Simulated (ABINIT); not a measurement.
**SnPbSe3 (Pm-3m): zone-centre phonons**

Which modes does SnPbSe3 (Pm-3m) have at the zone centre?

Main program and level: ABINIT 10.8.3; DFT LDA, scalar-relativistic, plane waves, HGH norm-conserving pseudopotentials.

This is a report of a sequence of runs, with most program output left out.

The structure was built from a prototype and need not be the compound's stable phase.

## 1. The structure

Symmetry: Pm-3m, No. 221, cubic system. Conventional cell: a = 5.400 Å, b = 5.400 Å, c = 5.400 Å, α = 90.00°, β = 90.00°, γ = 90.00°. Nearest to Sn lie 12 Se at 3.82 Å. Nearest to Pb lie 6 Se at 2.70 Å. Nearest to Se lie 2 Pb at 2.70 Å. Farther neighbours and most contacts between anions are not listed.

## 2. A first look

A first run with smearing and empty bands tells whether the crystal has a gap, which decides between fixed occupations and smearing later on.

probe.abi

```
# ground state
tolvrs 1.0d-08
prtden 1
prtwf 1

# basis, mesh and filling
ecut 20.0
ixc 7
ngkpt 4 4 4
nshiftk 1
shiftk 0.0 0.0 0.0
istwfk *1
occopt 7
tsmear 0.005
nband 20
nstep 100
diemac 9.0
prtebands 0
prtgsr 0

# cell and atoms
acell 10.20414313 10.20414313 10.20414313
rprim 
    1.0 0.0 0.0
    0.0 1.0 0.0
    0.0 0.0 1.0
ntypat 3
znucl 50 82 34
natom 5
typat 1 2 3 3 3
xred 
    0.0 0.0 0.0
    0.5 0.5 0.5
    0.5 0.5 0.0
    0.5 0.0 0.5
    0.0 0.5 0.5
pp_dirpath "./pseudo"
pseudos "Sn.hgh, Pb.hgh, Se.hgh"
```

On the command line:

```sh
> OMP_NUM_THREADS=1 mpirun -n 4 abinit probe.abi > probe.log
```

Elapsed: 17 s, on 4 MPI ranks of Arm Neoverse N1, shared host.

This step gave:

```yaml
volume_per_atom: 31.49 Å³
pressure: -4.174 GPa
gap_on_the_k_mesh: 0 eV
```

No gap opens on this mesh, so smearing is kept; the printed pressure holds the stress of the finite basis too.

## 3. Rough relaxation

The typed start is rough, so a first relaxation with smearing and loose thresholds takes it towards rest cheaply.

prerelax.abi

```
# relaxation
ionmov 2
optcell 2
dilatmx 1.15
chkdilatmx 0
ntime 40
tolmxf 3.0d-04
tolvrs 1.0d-10
prtwf 0
prtden 0
chksymtnons 0

# basis, mesh and filling
ecut 21.0
ecutsm 3.0
ixc 7
ngkpt 4 4 4
nshiftk 1
shiftk 0.0 0.0 0.0
istwfk *1
occopt 7
tsmear 0.005
nband 20
nstep 100
diemac 1000000.0
prtebands 0
prtgsr 0

# cell and atoms
acell 10.20414313 10.20414313 10.20414313
rprim 
    1.0 0.0 0.0
    0.0 1.0 0.0
    0.0 0.0 1.0
ntypat 3
znucl 50 82 34
natom 5
typat 1 2 3 3 3
xred 
    0.0 0.0 0.0
    0.5 0.5 0.5
    0.5 0.5 0.0
    0.5 0.0 0.5
    0.0 0.5 0.5
pp_dirpath "./pseudo"
pseudos "Sn.hgh, Pb.hgh, Se.hgh"
```

On the command line:

```sh
> OMP_NUM_THREADS=1 mpirun -n 4 abinit prerelax.abi > prerelax.log
```

Elapsed: 91 s, on 4 MPI ranks.

The steps of the relaxation:

```tsv
step	energy less that of the first step (eV)	largest force (eV/Å)	volume (Å³)
1	0.0000	0.0000	157.45
2	-0.0322	0.0000	155.83
3	-0.1445	0.0000	143.04
4	-0.1469	0.0000	144.70
```

```tsv
conventional cell, symmetrised	before	after	change
a (Å)	5.400	5.250	-2.8 %
b (Å)	5.400	5.250	-2.8 %
c (Å)	5.400	5.250	-2.8 %
volume (Å³/atom)	31.49	28.94	-8.1 %
```

The relaxed structure:

```xyz
5
Lattice="5.2500 0.0000 0.0000 0.0000 5.2500 0.0000 0.0000 0.0000 5.2500" Properties=species:S:1:pos:R:3 pbc="T T T"
Sn    0.0000    0.0000    0.0000
Pb    2.6250    2.6250    2.6250
Se    2.6250    2.6250    0.0000
Se    2.6250    0.0000    2.6250
Se    0.0000    2.6250    2.6250
```

This step gave:

- volume per atom: 28.94 Å³
- pressure: -0.05789 GPa

The volume changes by -8.1 % in this run and stands -8.1 % from the first cell.

## 4. Relaxing the cell and atoms

The harmonic expansion needs vanishing forces, and a free crystal bears no stress, so cell and atoms are brought to rest. Stress is more sensitive to the basis than forces are: the last 3 Ha under the cutoff are smoothed with ecutsm, and the cutoff is raised above that of the later runs.

relax.abi

```
# relaxation
ionmov 2
optcell 2
dilatmx 1.08
ntime 40
tolmxf 1.0d-05
tolvrs 1.0d-14
prtwf 0
prtden 0
chksymtnons 0

# basis, mesh and filling
ecut 26.0
ecutsm 3.0
ixc 7
ngkpt 4 4 4
nshiftk 1
shiftk 0.0 0.0 0.0
istwfk *1
occopt 6
tsmear 0.01
nband 20
nstep 100
diemac 1000000.0
prtebands 0
prtgsr 0

# cell and atoms
acell 9.921030015 9.921030015 9.921030015
rprim 
    1.0 0.0 0.0
    0.0 1.0 0.0
    0.0 0.0 1.0
ntypat 3
znucl 50 82 34
natom 5
typat 1 2 3 3 3
xred 
    0.0 0.0 0.0
    0.5 0.5 0.5
    0.5 0.5 0.0
    0.5 0.0 0.5
    0.0 0.5 0.5
pp_dirpath "./pseudo"
pseudos "Sn.hgh, Pb.hgh, Se.hgh"
```

On the command line:

```sh
> OMP_NUM_THREADS=1 mpirun -n 4 abinit relax.abi > relax.log
```

Run time: 76 s. Hardware: 4 MPI ranks.

Little changed from the start: no atom moved by 0.005 Å and no cell edge by 0.1 %.

This step gave:

| Quantity | Value |
| --- | --- |
| volume per atom | 28.90 Å³ |
| pressure | 1.41e-4 GPa |

The volume changes by -0.2 % in this run and stands -8.2 % from the first cell.

## 5. Ground state

The response is built on these wavefunctions, so the potential is converged far more tightly than an energy would need. Smearing stays on, as the first look found no gap above 0.3 eV.

gs.abi

```
# ground state
tolvrs 1.0d-16
prtden 1
prtwf 1

# basis, mesh and filling
ecut 20.0
ixc 7
ngkpt 4 4 4
nshiftk 1
shiftk 0.0 0.0 0.0
istwfk *1
occopt 6
tsmear 0.01
nband 20
nstep 100
diemac 1000000.0
prtebands 0
prtgsr 0

# cell and atoms
acell 9.915969282 9.915969282 9.915969282
rprim 
    1.0 0.0 0.0
    0.0 1.0 0.0
    0.0 0.0 1.0
ntypat 3
znucl 50 82 34
natom 5
typat 1 2 3 3 3
xred 
    0.0 0.0 0.0
    0.5 0.5 0.5
    0.5 0.5 0.0
    0.5 0.0 0.5
    0.0 0.5 0.5
pp_dirpath "./pseudo"
pseudos "Sn.hgh, Pb.hgh, Se.hgh"
```

On the command line:

```sh
> OMP_NUM_THREADS=1 mpirun -n 4 abinit gs.abi > gs.log
```

Run time: 17 s. Hardware: 4 MPI ranks; 63 s of CPU time.

Numbers from this step:

| Property | Result |
| --- | --- |
| pressure | -0.8565 GPa |

The cell stands at -0.86 GPa: the relaxation ran with a smoothed and higher cutoff, and the difference is a stress of the finite basis.

## 6. Linear response at Γ

At q = 0 one unit cell holds all displacements. The response is solved for single atoms along the cell's directions, and symmetry skips those that follow from others. The crystal is treated as a metal, which screens a static field, so no field response is asked.

dfpt_gamma.abi

```

# common to the responses
getwfk_filepath "gso_WFK"
kptopt 2
nqpt 1
qpt 0.0 0.0 0.0
asr 0
chneut 0

# displacements
rfphon 1
rfatpol 1 5
rfdir 1 1 1
tolvrs 1.0d-10
prtwf 0

# basis, mesh and filling
ecut 20.0
ixc 7
ngkpt 4 4 4
nshiftk 1
shiftk 0.0 0.0 0.0
istwfk *1
occopt 6
tsmear 0.01
nband 20
nstep 100
diemac 1000000.0
prtebands 0
prtgsr 0

# cell and atoms
acell 9.915969282 9.915969282 9.915969282
rprim 
    1.0 0.0 0.0
    0.0 1.0 0.0
    0.0 0.0 1.0
ntypat 3
znucl 50 82 34
natom 5
typat 1 2 3 3 3
xred 
    0.0 0.0 0.0
    0.5 0.5 0.5
    0.5 0.5 0.0
    0.5 0.0 0.5
    0.0 0.5 0.5
pp_dirpath "./pseudo"
pseudos "Sn.hgh, Pb.hgh, Se.hgh"
```

On the command line:

```sh
> OMP_NUM_THREADS=1 mpirun -n 4 abinit dfpt_gamma.abi > dfpt_gamma.log
```

It took 1.9 min on 4 MPI ranks.

Numbers from this step:

```
largest acoustic frequency at the zone centre before the sum rule : 2.55 cm⁻¹
highest optical zone-centre mode (no LO-TO term)                  : 222.3 cm⁻¹
lowest optical zone-centre mode                                   : -120.1 cm⁻¹
```

The acoustic modes at Γ come out as far as 2.5 cm⁻¹ from zero, where they should vanish, a small numerical error. The lowest optical mode is imaginary, 120i cm⁻¹, an instability at this level and on this k mesh.

## 7. Modes with the sum rule

anaddb reads the merged derivatives and imposes the acoustic sum rule.

anaddb.abi

```
ddb_filepath "gamma_DDB"
output_file "anaddb.abo"
outdata_prefix "anaddb"
asr 1
chneut 1
enunit 2
eivec 1
nph1l 1
qph1l 0.0 0.0 0.0 1.0
```

mrgddb.in

```
gamma_DDB
merged
2
dfpt_gammao_DDB
gso_DDB
```

On the command line:

```sh
> mrgddb < mrgddb.in > mrgddb.log
> OMP_NUM_THREADS=1 anaddb anaddb.abi > anaddb.log
```

Run time: 0.53 s. Hardware: 1 thread.

This step gave:

```yaml
highest_optical_zone_centre_mode_no_lo_to_term: 222.2 cm⁻¹
```

No LO-TO term; unit eigenvectors of the mass-weighted matrix, from anaddb's displacements. The modes at Γ (shares of kinetic energy by element, %) (negative means imaginary):

```tsv
mode	frequency (cm⁻¹)	symmetry	Sn %	Pb %	Se %
1	-120.1	T1u	48	1	51
2	-120.1	T1u	48	1	51
3	-120.1	T1u	48	1	51
4	-91.9	T2u	0	0	100
5	-91.9	T2u	0	0	100
6	-91.9	T2u	0	0	100
7	-42.4	T1u	31	43	26
8	-42.4	T1u	31	43	26
9	-42.4	T1u	31	43	26
10	0.0	acoustic	21	37	42
11	0.0	acoustic	21	37	42
12	0.0	acoustic	21	37	42
13	222.2	T1u	0	19	81
14	222.2	T1u	0	19	81
15	222.2	T1u	0	19	81
```

Displacements in mode 1 (-120.1 cm⁻¹), the largest set to 1:
```
Sn1  0.00  0.00 -1.00
Pb2  0.00  0.00 -0.13
Se3  0.00  0.00  0.06
Se4  0.00  0.00  0.89
Se5  0.00  0.00  0.89
```

Displacements in mode 13 (222.2 cm⁻¹), the largest set to 1:
```
Sn1  0.00  0.00  0.01
Pb2  0.00  0.00  0.30
Se3  0.00  0.00 -1.00
Se4  0.00  0.00  0.10
Se5  0.00  0.00  0.10
```

The rule moves no optical mode by more than 0.1 cm⁻¹.

## 8. Sum rules set otherwise (asr 0)

Without the rule the raw error of the acoustic modes shows.

Changes to anaddb.abi since step 7:

```diff
@@ -3,4 +3,4 @@
 outdata_prefix "anaddb"
-asr 1
-chneut 1
+asr 0
+chneut 0
 enunit 2
```

mrgddb.in is that of step 7.

Elapsed: 0.53 s, on 1 thread.

Numbers from this step:

| Item | Value |
| --- | --- |
| highest optical zone-centre mode (no LO-TO term) | 222.3 cm⁻¹ |

Zone-centre frequencies as printed; negative means imaginary. Modes:

```tsv
mode	frequency (cm⁻¹)
1	-120.1
2	-120.1
3	-120.1
4	-91.85
5	-91.85
6	-91.85
7	-42.38
8	-42.38
9	-42.38
10	2.55
11	2.55
12	2.55
13	222.3
14	222.3
15	222.3
```

## 9. What came out

| Quantity | Value |
| --- | --- |
| space group after relaxation | Pm-3m |
| volume per atom | 28.9 Å³ |
| highest optical zone-centre mode (no LO-TO term) | 222.2 cm⁻¹ |
| lowest optical zone-centre mode | -120.1 cm⁻¹ |
| imaginary optical modes at the zone centre (no q mesh in this session) | yes |

In words: At the LDA level the optical modes of SnPbSe3 (Pm-3m) at the zone centre run from 120i to 222 cm⁻¹, so the structure is a saddle point, with 9 modes beyond 10i cm⁻¹ there. The base run prints -0.86 GPa, mostly the error of a finite basis; the relaxation, with a smoothed and higher cutoff, had brought the cell to rest. These are harmonic frequencies at zero temperature: anharmonic shifts and linewidths and thermal expansion are left out. Spin-orbit coupling is left out, which can matter for the heavy elements here. The HGH files keep few electrons and have no core correction, which is cheap but rough for Pb and Sn. In a metal the frequencies hang on the k mesh and the smearing, most of all near Kohn anomalies. The structure is a hypothetical one, built on a prototype.

[Host names and launcher messages were left out of these logs when they were recorded.]

[Logs are printed without paths, hosts, clocks, repeated set-up lines and the standing remarks that a program may print on its own settings, such as how far it seeks lower states.]

[Hosts, paths, dates, database ids (printed as entryN), source tags and the programs' standing remarks are cut or masked in the printed files.]
